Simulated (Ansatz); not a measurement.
# Ba on Al(110): change of the work function, part 4 of 6

Wanted: Δφ(θ) for Ba/Al(110), starting from the hollow site.

Ansatz 0.2.0; plane-wave DFT, PBE, Ansatz PAW.

So far, work function, upper face (eV): step 2 (the clean slab) 3.99; step 3 (46 atoms, coverage 0.111 ML, cell 3x3) 2.51; step 4 (21 atoms, coverage 0.25 ML, cell 2x2) 1.87.

### 5. Adsorbate added, k-mesh 4×5×1, coverage 0.5 ML

System of this step: Ba/Al(110). The cell holds 22 atoms: 20 Al and 2 Ba. Cell: a = 8.100 Å, b = 5.728 Å, c = 26.144 Å, α = 90.0°, β = 90.0°, γ = 90.0°. Vacuum lies along c.

Another coverage, to see how the dipoles act on each other as their distance changes.

input.yaml

```yaml
crystal:
  lattice:
    - [8.1, 0.0, 0.0]
    - [0.0, 5.7275649276, 0.0]
    - [0.0, 0.0, 26.1437342824]
  atoms:
    - { symbol: Al, position: [0.0, 0.0, 0.3442507449] }
    - { symbol: Al, position: [0.25, 0.25, 0.3990207029] }
    - { symbol: Al, position: [0.0, 0.0, 0.452671135] }
    - { symbol: Al, position: [0.25, 0.25, 0.5091292422] }
    - { symbol: Al, position: [0.0, 0.0, 0.5597739626] }
    - { symbol: Al, position: [0.0, 0.5, 0.3442507449] }
    - { symbol: Al, position: [0.25, 0.75, 0.3990207029] }
    - { symbol: Al, position: [0.0, 0.5, 0.452671135] }
    - { symbol: Al, position: [0.25, 0.75, 0.5091292422] }
    - { symbol: Al, position: [0.0, 0.5, 0.5597739626] }
    - { symbol: Al, position: [0.5, 0.0, 0.3442507449] }
    - { symbol: Al, position: [0.75, 0.25, 0.3990207029] }
    - { symbol: Al, position: [0.5, 0.0, 0.452671135] }
    - { symbol: Al, position: [0.75, 0.25, 0.5091292422] }
    - { symbol: Al, position: [0.5, 0.0, 0.5597739626] }
    - { symbol: Al, position: [0.5, 0.5, 0.3442507449] }
    - { symbol: Al, position: [0.75, 0.75, 0.3990207029] }
    - { symbol: Al, position: [0.5, 0.5, 0.452671135] }
    - { symbol: Al, position: [0.75, 0.75, 0.5091292422] }
    - { symbol: Al, position: [0.5, 0.5, 0.5597739626] }
    - { symbol: Ba, position: [0.25, 0.25, 0.6557492551] }
    - { symbol: Ba, position: [0.75, 0.75, 0.6557492551] }
kpoints:
  mp_grid: { grid: [4, 5, 1] }
hamiltonian:
  xc: pbe
scf:
  occupations: { method: fermi_dirac, width: 0.1 }
  convergence: { dr2_threshold: 1.0e-08 }
efield:
  axis: 3
  dipole_correction: true
  ramp_position: 0.97
  ramp_width: 0.06
relax:
  f_tol: 0.02
  max_steps: 60
  constraints: [{ sites: [0, 1, 5, 6, 10, 11, 15, 16] }]
output:
  bader: true
  dos: { projected: true, e_range: [-8, 4] }
  write_potential: true
  write_density: true
  volumetric_format: npy
```

Run with:

```
$ ansatz run input.yaml --threads 4 --pin off --max-ram 6144MiB --backend cpu --events-out ev --progress --plain --runs-dir out
```

Output:

```text
[...]
Crystal: 22 atoms, lattice volume = 1212.893 Å³
Basis set: ecut = 420 eV, 23799 PW (Γ), exchange–correlation on 120×80×360 points (8 copies of the dense FFT grid, shifted against one another)
Bands: 62, of which v1, the nominal top of the filled ones, is band 40 counted from 1 (39 counted from 0)
Symmetry: 8 space group operations
[...]
2     Al     -0.0888     0.0004
     3     Al      0.0023     0.0000
     4     Al     -0.3185     0.0004
     5     Al      0.0468     0.0001
     6     Al     -0.0387     0.0000
     7     Al     -0.0888     0.0004
[...]
18     Al      0.0022     0.0000
    19     Al     -0.3185     0.0004
    20     Ba      0.7939     0.0000
    21     Ba      0.7939     0.0000
  estimated error of the sums over rays = 4.4e-4 e
[key lines of the parts left out:]
SCF converged after 6 iterations
Free energy (F): -22645.663554 eV
Fermi energy:    0.875303 eV
Dipole field:    D = 0.058396 V/Å  (p = 0.391424 e·Å, saw-weighted, corrected)
Work function:   Φ+ = 2.3689 eV   Φ− = 3.8956 eV
```

It took 1.9 min on 4 threads of Arm Neoverse V2, shared host; peak memory 2.1 GiB.

Relaxation path:

| step | energy less that of the first step (eV) | largest force component (eV/Å) |
| --- | --- | --- |
| 1 | 0.0000 | 0.5773 |
| 2 | -0.1156 | 0.3419 |
| 3 | -0.1580 | 0.1567 |
| 4 | -0.1653 | 0.0262 |
| 5 | -0.1655 | 0.0013 |

The run keeps the 8 symmetry operations that the program found, so distortions that break them were not tested.

The atoms that moved most (Å):

```
atom     dx     dy      dz  length
Ba21  0.000  0.000  -0.264   0.264
Ba22  0.000  0.000  -0.264   0.264
Al14  0.000  0.000  -0.013   0.013
 Al9  0.000  0.000  -0.013   0.013
Al10  0.000  0.000  -0.013   0.013
Al20  0.000  0.000  -0.013   0.013
 Al5  0.000  0.000  -0.013   0.013
Al15  0.000  0.000  -0.013   0.013
```

Running mean over 1.432 Å of the planar mean; the ramp of the sawtooth is left out. Electron's electrostatic potential energy less the Fermi level against z:

```
z (Å)  electron's electrostatic potential energy less the Fermi level (eV)
  3.5                                                                 3.90
  4.0                                                                 3.90
  4.5                                                                 3.89
  5.0                                                                 3.89
  5.5                                                                 3.89
  6.0                                                                 3.86
  6.5                                                                 3.78
  7.0                                                                 3.50
  7.5                                                                 2.62
  8.0                                                                0.624
  8.5                                                                -1.69
  9.0                                                                -3.66
  9.5                                                                -4.49
 10.0                                                                -4.69
 10.5                                                                -4.80
 11.0                                                                -4.85
 11.5                                                                -4.82
 12.0                                                                -4.64
 12.5                                                                -4.56
 13.0                                                                -4.69
 13.5                                                                -5.05
 14.0                                                                -5.03
 14.5                                                                -4.43
 15.0                                                                -2.75
 15.5                                                                -1.67
 16.0                                                                -2.07
 16.5                                                                -3.73
 17.0                                                                -4.56
 17.5                                                                -3.22
 18.0                                                               -0.999
 18.5                                                                0.742
 19.0                                                                 1.57
 19.5                                                                 1.96
 20.0                                                                 2.16
 20.5                                                                 2.27
 21.0                                                                 2.32
 21.5                                                                 2.35
 22.0                                                                 2.36
 22.5                                                                 2.36
 23.0                                                                 2.37
```

The relaxation took 5 steps and lowered the energy by 0.17 eV; the largest force on the free atoms ends at 0.0013 eV/Å.

The covered face has 2.37 eV, -1.63 eV against the clean one; the bare back face has moved by -0.10 eV, a measure of how thin the slab is.

### 6. Work function against coverage

This step: plane-wave DFT, PBE, Ansatz PAW; work function against coverage (Ansatz 0.2.0).

The runs are now put side by side.

Numbers from this step:

```
work function of the clean face     : 3.995 eV
largest change of the work function : -2.123 eV
```

Table of work function of the covered face by coverage:

```
coverage (adsorbates/nm²)  work function of the covered face (eV)
                     0.00                                    3.99
                     0.96                                    2.51
                     2.16                                    1.87
                     4.31                                    2.37
```

The dipole per adsorbate comes from the change of the cell's dipole. Coverage, by row:

| coverage (1/nm²) | coverage (ML) | work function (eV) | change (eV) | dipole per adsorbate, positive end outwards (debye) | mean height of the added atoms over the highest substrate atom (Å) |
| --- | --- | --- | --- | --- | --- |
| 0.9579 | 0.1111 | 2.506 | -1.489 | 4.029 | 2.109 |
| 2.155 | 0.25 | 1.872 | -2.123 | 2.564 | 2.081 |
| 4.311 | 0.5 | 2.369 | -1.626 | 0.942 | 2.259 |

### 7. The covered slab, atoms frozen

This step: plane-wave DFT, PBE, Ansatz PAW (Ansatz 0.2.0).

System of this step: Ba/Al(110). The cell holds 21 atoms: 20 Al and 1 Ba. Cell: a = 8.100 Å, b = 5.728 Å, c = 26.144 Å, α = 90.0°, β = 90.0°, γ = 90.0°. Vacuum lies along c.

To see where the charge goes, the covered slab, the bare substrate and the adsorbate layer are each run at the same frozen positions and on the same grid.

input.yaml

```yaml
crystal:
  lattice:
    - [8.1, 0.0, 0.0]
    - [0.0, 5.7275649276, 0.0]
    - [0.0, 0.0, 26.1437342824]
  atoms:
    - { symbol: Al, position: [0.0, 0.0, 0.3442507449] }
    - { symbol: Al, position: [0.25, 0.25, 0.3990207029] }
    - { symbol: Al, position: [0.0035131982, -0.0006670505, 0.4529131165] }
    - { symbol: Al, position: [0.25, 0.25, 0.509874495] }
    - { symbol: Al, position: [-0.014255024, -0.0026590345, 0.5603428716] }
    - { symbol: Al, position: [0.0, 0.5, 0.3442507449] }
    - { symbol: Al, position: [0.25, 0.75, 0.3990207029] }
    - { symbol: Al, position: [0.0035131982, 0.5006670505, 0.4529131165] }
    - { symbol: Al, position: [0.25, 0.75, 0.5138632804] }
    - { symbol: Al, position: [-0.014255024, 0.5026590345, 0.5603428716] }
    - { symbol: Al, position: [0.5, 0.0, 0.3442507449] }
    - { symbol: Al, position: [0.75, 0.25, 0.3990207029] }
    - { symbol: Al, position: [0.4964868018, -0.0006670505, 0.4529131165] }
    - { symbol: Al, position: [0.75, 0.25, 0.5058670457] }
    - { symbol: Al, position: [0.514255024, -0.0026590345, 0.5603428716] }
    - { symbol: Al, position: [0.5, 0.5, 0.3442507449] }
    - { symbol: Al, position: [0.75, 0.75, 0.3990207029] }
    - { symbol: Al, position: [0.4964868018, 0.5006670505, 0.4529131165] }
    - { symbol: Al, position: [0.75, 0.75, 0.5069068726] }
    - { symbol: Al, position: [0.514255024, 0.5026590345, 0.5603428716] }
    - { symbol: Ba, position: [0.25, 0.25, 0.6399363822] }
kpoints:
  mp_grid: { grid: [4, 5, 1] }
hamiltonian:
  xc: pbe
scf:
  occupations: { method: fermi_dirac, width: 0.1 }
  convergence: { dr2_threshold: 1.0e-08 }
efield:
  axis: 3
  dipole_correction: true
  ramp_position: 0.97
  ramp_width: 0.06
output:
  write_potential: true
  write_density: true
  volumetric_format: npy
```

Output:

```text
[...]
Crystal: 21 atoms, lattice volume = 1212.893 Å³
Basis set: ecut = 420 eV, 23799 PW (Γ)
Bands: 56, of which v1, the nominal top of the filled ones, is band 35 counted from 1 (34 counted from 0)
Symmetry: 4 space group operations
[...]
k-points: 9 of 20
[...]
SCF iter   1: F=—  HF=-16695.074349 eV  |F-HF|=—  |Δ(HF+E_count)|=         —  Δρ=1.50e-3  dr2=5.36e-1  ethr=1.77e-3  p=0.624 e·Å  D=9.32e-2 V/Å  ΔV_dip=-2.44 eV  dr2_dipole=2.42e-1  V_vac-E_F(+/−)=1.52/3.95 eV  ⟨swp⟩=18.1  Hψ=4927  notcnv=0  defer=1
[...]
SCF iter   9: F=-16695.057375 eV  HF=-16695.057375 eV  |F-HF|=2.22e-10  |Δ(HF+E_count)|=   2.34e-8  Δρ=2.91e-7  dr2=3.45e-9  ethr=1.43e-11  p=0.533 e·Å  D=7.95e-2 V/Å  ΔV_dip=-2.08 eV  dr2_dipole=5.34e-10  V_vac-E_F(+/−)=1.87/3.95 eV  ⟨swp⟩=18.9  Hψ=2221  notcnv=0
SCF 1 converged in 9 iterations: F = -16695.057375 eV  dr2 = 3.45e-9
[...]
SCF converged after 9 iterations
Free energy (F): -16695.057375 eV
[...]
Internal energy: -16694.721889 eV  (E = F + TS)
E sigma→0 (E₀):  -16694.889632 eV
Entropy (-TS):   -0.335486 eV (-15.976 meV/atom)
Fermi energy:    0.525000 eV
Dipole field:    D = 0.079513 V/Å  (p = 0.532963 e·Å, saw-weighted, corrected)
Work function:   Φ+ = 1.8726 eV   Φ− = 3.9513 eV
[...]
--- Band table (eV; the first three rows and the last of 9) ---
  k-point 0: bands = [... 31 lower, -0.4999, -0.4040, -0.3039, 0.2360, 0.3141, 0.7524, 0.9374, 1.0541, ... 17 higher]
  k-point 1: bands = [... 31 lower, -0.3185, -0.2517, -0.2141, 0.3053, 0.4317, 0.4475, 0.5398, 0.7766, ... 17 higher]
  k-point 2: bands = [... 31 lower, 0.1976, 0.2612, 0.4545, 0.7058, 0.8646, 0.9950, 1.0492, 1.0578, ... 17 higher]
  k-point 8: bands = [... 31 lower, -0.4959, 0.1900, 0.3872, 0.6580, 0.6827, 0.9073, 0.9535, 1.5104, ... 17 higher]
```

Elapsed: 22 s, on 4 threads; peak memory 2 GiB; 87 s of CPU time.

Read from the output:

```yaml
energy_at_zero_smearing: -16694.8896 eV
work_function_upper_face: 1.873 eV
work_function_lower_face: 3.951 eV
dipole_along_the_normal: 0.5330 e·Å
step_between_the_vacuum_levels: -2.079 eV
```

The work function of the upper face is 1.87 eV.

### 8. The substrate alone

System of this step: Ba/Al(110), substrate alone, atoms held. The cell holds 20 atoms: 20 Al. Cell: a = 8.100 Å, b = 5.728 Å, c = 26.144 Å, α = 90.0°, β = 90.0°, γ = 90.0°. Vacuum lies along c.

The second part, atoms unmoved.

input.yaml, as its differences from that of step 7:

```diff
@@ -26,3 +26,2 @@
     - { symbol: Al, position: [0.514255024, 0.5026590345, 0.5603428716] }
-    - { symbol: Ba, position: [0.25, 0.25, 0.6399363822] }
 kpoints:
```

Output:

```text
[...]
Crystal: 20 atoms, lattice volume = 1212.893 Å³
Basis set: ecut = 420 eV, 23799 PW (Γ)
Bands: 50, of which v1, the nominal top of the filled ones, is band 30 counted from 1 (29 counted from 0)
Symmetry: 4 space group operations
[...]
k-points: 9 of 20
[...]
SCF iter   1: F=—  HF=-10744.476785 eV  |F-HF|=—  |Δ(HF+E_count)|=         —  Δρ=9.63e-4  dr2=2.52e-2  ethr=1.77e-3  p=-0.002 e·Å  D=-3.54e-4 V/Å  ΔV_dip=0.01 eV  dr2_dipole=5.55e-5  V_vac-E_F(+/−)=3.94/3.93 eV  ⟨swp⟩=10.9  Hψ=2776  notcnv=0
[...]
SCF iter   7: F=-10744.482034 eV  HF=-10744.482034 eV  |F-HF|=1.31e-8  |Δ(HF+E_count)|=   1.27e-7  Δρ=3.54e-7  dr2=2.96e-9  ethr=1.67e-11  p=-0.003 e·Å  D=-4.50e-4 V/Å  ΔV_dip=0.01 eV  dr2_dipole=3.02e-13  V_vac-E_F(+/−)=4.01/3.99 eV  ⟨swp⟩=15.1  Hψ=1754  notcnv=0
SCF 1 converged in 7 iterations: F = -10744.482034 eV  dr2 = 2.96e-9
[...]
SCF converged after 7 iterations
Free energy (F): -10744.482034 eV
[...]
Internal energy: -10744.172943 eV  (E = F + TS)
E sigma→0 (E₀):  -10744.327488 eV
Entropy (-TS):   -0.309091 eV (-15.455 meV/atom)
Fermi energy:    -0.668749 eV
Dipole field:    D = -0.000450 V/Å  (p = -0.003015 e·Å, saw-weighted, corrected)
Work function:   Φ+ = 4.0061 eV   Φ− = 3.9944 eV
[...]
--- Band table (eV; the first three rows and the last of 9) ---
  k-point 0: bands = [... 26 lower, -1.7728, -1.5332, -1.4474, -1.4352, -0.7288, -0.3644, -0.1707, -0.0043, ... 16 higher]
  k-point 1: bands = [... 26 lower, -1.4252, -1.3663, -1.2923, -1.2499, -0.7540, -0.6491, -0.5446, -0.5009, ... 16 higher]
  k-point 2: bands = [... 26 lower, -0.9578, -0.8724, -0.8377, -0.7396, -0.4504, -0.1196, -0.0591, -0.0458, ... 16 higher]
  k-point 8: bands = [... 26 lower, -1.5608, -1.5177, -0.6717, -0.6331, -0.4541, -0.3473, -0.1466, -0.0258, ... 16 higher]
```

Run time: 15 s. Hardware: 4 threads; peak memory 1.7 GiB.

Numbers from this step:

```
energy at zero smearing   : -10744.3275 eV
work function, upper face : 4.006 eV
dipole along the normal   : -0.003015 e·Å
```

The work function of the upper face is 4.01 eV.

(Continued in part 5 of 6.)

[Long decimals in the printed logs are rounded to 6 places.]

[Logs are printed without paths, hosts, clocks, repeated set-up lines and the standing remarks that a program may print on its own settings, such as how far it seeks lower states.]

[Hosts, paths, dates, database ids (printed as entryN), source tags and the programs' standing remarks are cut or masked in the printed files.]

[Maps of the electrostatic potential energy from Ansatz leave out the sawtooth potential of an applied field or a dipole correction, so their vacuum need not be flat; planar profiles and work functions include it.]
